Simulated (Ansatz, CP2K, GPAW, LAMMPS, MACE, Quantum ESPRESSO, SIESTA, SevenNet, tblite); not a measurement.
# tblite runs on 47In2O3-53ZnO (mol %) with crystalline order left by the classical run (65 atoms)

How near does tblite come to plane waves for 47In2O3-53ZnO (mol %) with crystalline order left by the classical run (65 atoms)?

Program: tblite 0.8.0. Level of theory: the method is named at each step. Results are calculated unless marked as measured.

### Step 1. The structure

The cell holds 65 atoms: 18 In, 10 Zn and 37 O. Its edges and angles: a = 9.441 Å, b = 9.441 Å, c = 9.441 Å, α = 90.0°, β = 90.0°, γ = 90.0°. 65 atoms (18 Sc, 10 Zn, 37 O) placed at random at 4.13 g/cm³, melted at 5000 K for 10 ps at fixed volume with the Morse and Coulomb pair potential with partial charges (Pedone, Malavasi, Menziani, Cormack and Segre, J. Phys. Chem. B 110, 11780 (2006)). Quenched from 5000 K to 300 K at 1000 K/ps and fixed volume, held 10 ps at zero pressure, then minimised at fixed cell. Then Sc was replaced by In and the cell scaled by 1.027 (the potential has no terms for the new elements, so the cell is a start for a DFT relaxation).

The yardstick, on the same geometry:

```
method                 : Kohn-Sham DFT, PBE, SSSP efficiency 1.3.0 pseudopotentials, plane waves (Quantum ESPRESSO 7.5); sssp-pbe-1.3.0-efficiency, cutoffs 60/480 Ry, Γ point
r.m.s. force component : 0.2806 eV/Å
longest force          : 1.044 eV/Å
pressure               : 1.538 GPa
time                   : 2.8 min on 4 MPI ranks of Arm Neoverse V2, shared host
CPU time               : 11 min
```

### Step 2. IPEA1-xTB

Method: IPEA1-xTB tight binding, diagonalisation.

run.py

```python
import numpy as np
from ase.io import read
from tblite.ase import TBLite

atoms = read("structure.xyz")
atoms.calc = TBLite(method="IPEA1-xTB", electronic_temperature=580, accuracy=1.0, max_iterations=250, mixer_damping=0.4, verbosity=1)
energy = atoms.get_potential_energy()
forces = atoms.get_forces()
print(f"energy {energy:.6f} eV")
print("forces (eV/A)")
for i, (a, f) in enumerate(zip(atoms, forces)):
    print(f"{i:4d} {a.symbol:2s} {f[0]:10.5f} {f[1]:10.5f} {f[2]:10.5f}")
stress = -atoms.get_stress(voigt=False) * 160.21766
print("stress (GPa, compression positive)")
for row in stress:
    print(" ".join(f"{x:10.4f}" for x in row))
print("charges (e)")
print(np.array2string(atoms.get_charges(), precision=4, suppress_small=True, max_line_width=110, threshold=100000))
```

structure.xyz

```xyz
65
Lattice="9.44060 0.00000 0.00000 0.00000 9.44060 0.00000 0.00000 0.00000 9.44060" Properties=species:S:1:pos:R:3 pbc="T T T"
In 0.56209 6.36315 7.68172
In 2.40367 1.62463 3.02977
In 3.34849 7.43768 7.29570
In 6.94809 7.82418 6.28385
In 7.14370 1.57309 6.25147
In 3.31913 0.81208 8.87086
In 0.24980 6.39667 1.52541
In 0.22006 3.04214 7.93407
In 7.45619 4.65280 3.29345
In 7.08272 1.50030 9.39170
In 7.08687 7.84891 2.97284
In 0.86589 8.20888 4.77845
In 1.38616 4.78468 4.88457
In 7.62744 1.49105 3.12182
In 3.89481 4.04511 8.15498
In 3.74556 5.25964 2.05182
In 4.44841 3.29647 4.77137
In 7.12756 4.77581 0.04059
Zn 7.11425 4.72757 6.46209
Zn 0.40963 0.00349 1.28977
Zn 6.39846 7.97655 9.13671
Zn 0.63007 3.38889 1.64616
Zn 4.52025 0.11187 4.72738
Zn 4.86210 6.33578 4.54697
Zn 3.60272 8.15479 1.50776
Zn 1.94439 1.36266 6.16056
Zn 4.99766 2.91016 1.67778
Zn 0.04126 9.31098 7.86685
O 1.82591 6.70972 5.84864
O 4.39535 8.28356 9.03041
O 2.68453 3.38559 1.77125
O 2.57294 5.69306 8.17952
O 5.00644 1.62426 6.03623
O 2.29671 6.67082 1.68080
O 9.27954 7.99477 2.97181
O 3.26126 5.24926 4.10997
O 2.43162 0.08043 4.51081
O 4.86484 7.84514 5.91708
O 5.02391 4.53621 6.41215
O 4.57444 1.65277 3.24700
O 4.99228 7.51585 2.82925
O 7.01786 6.32803 7.94455
O 9.02191 7.90244 6.41791
O 9.25075 1.40146 9.28889
O 9.32778 1.46528 6.46889
O 7.12652 0.04069 1.54580
O 5.39464 4.35372 3.12720
O 7.26643 3.02146 1.57205
O 7.37018 3.15543 7.93615
O 7.04042 0.00991 7.80417
O 2.15142 9.19439 7.47450
O 0.25801 1.64465 2.72909
O 2.36789 2.58229 7.93907
O 2.32324 2.85918 4.86880
O 9.38094 4.63647 0.06712
O 4.99719 1.92494 9.37055
[... 5 atom lines left out ...]
O 9.42719 4.65459 6.52374
O 5.00654 4.74815 0.36186
O 7.34309 2.98823 4.64799
O 7.03221 6.29225 4.68433
```

Started as:

```console
$ OMP_NUM_THREADS=1 python run.py > output.txt
```

Output:

```text
------------------------------------------------------------
  cycle        total energy    energy error   density error
------------------------------------------------------------
      1     -196.7092544767  -1.9662273E+02   8.1518985E-01
      2     -205.4859681752  -8.7767137E+00   3.7828862E-01
      3     -206.9337700300  -1.4478019E+00   3.5628168E-01
      4     -208.6457166630  -1.7119466E+00   1.6725383E-01
      5     -209.8090888922  -1.1633722E+00   9.1022438E-02
      6     -210.3106702327  -5.0158134E-01   4.7710731E-02
      7     -210.3521879222  -4.1517689E-02   3.9207818E-02
      8     -210.3790069214  -2.6818999E-02   3.1583693E-02
      9     -210.4107945339  -3.1787613E-02   1.8713188E-02
     10     -210.4268271269  -1.6032593E-02   1.1316311E-02
     11     -210.4308042378  -3.9771109E-03   5.6023558E-03
     12     -210.4309702551  -1.6601733E-04   4.6815524E-03
     13     -210.4317254799  -7.5522478E-04   1.9009344E-03
     14     -210.4319115080  -1.8602811E-04   8.0397992E-04
     15     -210.4319300356  -1.8527620E-05   3.2976023E-04
     16     -210.4319303403  -3.0472088E-07   3.0425497E-04
     17     -210.4319331184  -2.7780643E-06   1.7882590E-04
     18     -210.4319345585  -1.4401352E-06   3.8205903E-05
     19     -210.4319346029  -4.4435751E-08   3.1782994E-05
     20     -210.4319346373  -3.4352126E-08   3.2863676E-06
------------------------------------------------------------
 total:                                   3.801 sec
energy -5726.144605 eV
forces (eV/A)
   0 In   -0.92359   -0.59970    0.76058
   1 In    0.15105    0.05635   -0.28154
   2 In    0.87716    0.05708    0.10059
   3 In    0.31885   -0.21447   -0.10730
   4 In   -0.26029    0.14595   -0.09283
   5 In    0.13065    0.29354    0.22319
   6 In    0.22452   -0.01726   -0.20453
   7 In    0.10789   -0.06967    0.19965
   8 In    0.02241   -0.05619    0.11160
   9 In   -0.08879   -0.09915    0.08881
  10 In   -0.46642   -0.03881   -0.00883
  11 In   -0.13638   -0.10239   -0.41200
  12 In   -0.41529   -0.03576   -0.28680
  13 In    0.21751    0.17206   -0.19589
  14 In    0.27227   -0.02658   -0.08446
  15 In   -0.64119    0.68231   -0.29337
  16 In    0.44612   -0.25258    0.54458
  17 In    0.11800   -0.02850   -0.21496
  18 Zn   -0.06521    0.19130    0.14184
  19 Zn   -0.08007    0.14951   -0.06554
  20 Zn   -0.15596    0.19328   -0.37853
  21 Zn    0.06624    0.40998    0.18959
  22 Zn    0.07779    0.26639    0.14654
  23 Zn    0.04106    0.38278    0.01860
[...]
57 O     0.13559    0.28720    0.06312
  58 O     0.14610   -0.06392   -0.08366
  59 O    -0.25265   -0.17539    0.17701
  60 O     0.20267    0.04189   -0.19264
  61 O    -0.64655   -0.03502    0.01671
  62 O    -0.02157   -0.26443   -0.01524
  63 O    -0.10542    0.29934    0.12838
  64 O    -0.65549   -0.29484    0.36764
stress (GPa, compression positive)
   -9.5733    -0.5600    -0.8516
   -0.5600    -7.5810     0.4980
   -0.8516     0.4980    -7.7973
charges (e)
[ 0.4986  0.4089  0.4805  0.469   0.4949  0.4515  0.4779  0.4738  0.496   0.4851  0.4814  0.5005  0.5116
  0.4776  0.4872  0.4562  0.4726  0.4944  0.521   0.4984  0.4951  0.5046  0.5006  0.5099  0.4895  0.494
  0.5225  0.5036 -0.3415 -0.364  -0.3957 -0.3508 -0.3776 -0.3764 -0.354  -0.3571 -0.3712 -0.3585 -0.3709
 -0.3815 -0.401  -0.3766 -0.3581 -0.3892 -0.3841 -0.3827 -0.3732 -0.3729 -0.3652 -0.3762 -0.3779 -0.3706
 -0.3564 -0.363  -0.3593 -0.3716 -0.3765 -0.3828 -0.3523 -0.3641 -0.3612 -0.344  -0.3611 -0.3673 -0.3702]
```

It took 4.3 s on 1 thread of Arm Neoverse V2, shared host; peak memory 0.11 GiB.

Banners, paths, timers and routine set-up lines are dropped from the logs unmarked, and long logs keep their key lines alone; longer cuts are marked.

Compared with the plane-wave run:

| Property | Result |
| --- | --- |
| r.m.s. force component | 0.2682 eV/Å |
| r.m.s. difference of force components | 191 meV/Å |
| longest difference of force vectors | 605.9 meV/Å |
| force difference over r.m.s. force | 68.08 % |
| slope of forces against the reference's | 0.7252 |
| correlation of force components | 0.7586 |
| pressure | -8.317 GPa |
| pressure difference | -9.855 GPa |

Length of the force difference by element (eV/Å):

```csv
element,atoms,mean,most
In,18,0.29,0.61
O,37,0.28,0.60
Zn,10,0.39,0.61
```

A closer look about Zn28, picked at random: 10 atoms, nearest first, numbered in the order of the input, with positions taken from that point.

| atom | x | y | z | distance (Å) | bonds | Mulliken charge (e) | Fx | Fy | Fz (eV/Å) |
| --- | --- | --- | --- | --- | --- | --- | --- | --- | --- |
| Zn28 | 0.00 | 0.00 | 0.00 | 0.00 | 6 | 0.50 | 0.01 | 0.12 | 0.00 |
| O43 | -0.46 | -1.41 | -1.45 | 2.07 | 4 | -0.36 | -0.30 | 0.33 | 0.28 |
| O44 | -0.23 | 1.53 | 1.42 | 2.10 | 4 | -0.39 | -0.24 | -0.63 | 0.11 |
| O58 | 0.08 | -1.56 | 1.43 | 2.12 | 4 | -0.38 | 0.14 | 0.29 | 0.06 |
| O45 | -0.15 | 1.59 | -1.40 | 2.13 | 4 | -0.38 | 0.06 | -0.06 | 0.21 |
| O51 | 2.11 | -0.12 | -0.39 | 2.15 | 4 | -0.38 | -0.29 | 0.24 | -0.06 |
| O50 | -2.44 | 0.14 | -0.06 | 2.45 | 5 | -0.38 | 0.26 | -0.44 | 0.22 |
| Zn20 | 0.37 | 0.13 | 2.86 | 2.89 | 5 | 0.50 | -0.08 | 0.15 | -0.07 |
| Zn26 | 1.90 | 1.49 | -1.71 | 2.96 | 5 | 0.49 | -0.24 | -0.01 | -0.05 |
| In1 | 0.52 | -2.95 | -0.19 | 3.00 | 5 | 0.50 | -0.92 | -0.60 | 0.76 |

Atoms are counted from 1 here, from 0 in the log.

Forces lie 68 % from the reference's, at 0.0064 times its CPU time (on 1 against 4 cores).

Left out of this page: tblite GFN1-xTB (killed or ended with an error).

### Step 3. What came out

```yaml
force_difference_from_the_reference: tblite IPEA1-xTB, 68 %
its_cpu_time: 4.3 s
```

In words: Tight binding differs by 68 % (tblite IPEA1-xTB); it is another model, with fitted parameters of its own, and the xTB methods hold dispersion. IPEA1-xTB was fitted to ionisation energies and electron affinities, not to forces or charges. One electronic-structure run takes under half the reference's CPU time: tblite IPEA1-xTB, at 68 % in 4.3 s against 11 min, too far off to be of use; its pressure misses by -9.9 GPa. Periodic xTB results under one method name differ between programs and library versions. The reference's pressure holds the uncorrected Pulay stress of its 60 Ry basis, so small pressure differences, and their order, may be the reference's own error. The quench rate of 1000 K/ps is many orders above laboratory rates, so the cell is likely richer in defects and strain than a real sample. The network of bonds at the start is that of the classical potential that made the cell, and needn't be the one that DFT or experiment would give. The reference's stress is far from hydrostatic: its diagonal is -0.9, 3.1, 2.4 GPa, compression counted positive. The reference's pressure of 1.5 GPa belongs to a cell and atoms that aren't relaxed at this level. The electronic-structure runs sample only Γ, in a cell whose shortest periodic width is 9 Å.

[Also dropped from logs without a mark: logging warnings of Python, and SIESTA's first energy breakdown and zero terms.]

[Logs are printed without paths, hosts, clocks, repeated set-up lines and the standing remarks that a program may print on its own settings, such as how far it seeks lower states.]

[Hosts, paths, dates, database ids (printed as entryN), source tags and the programs' standing remarks are cut or masked in the printed files.]
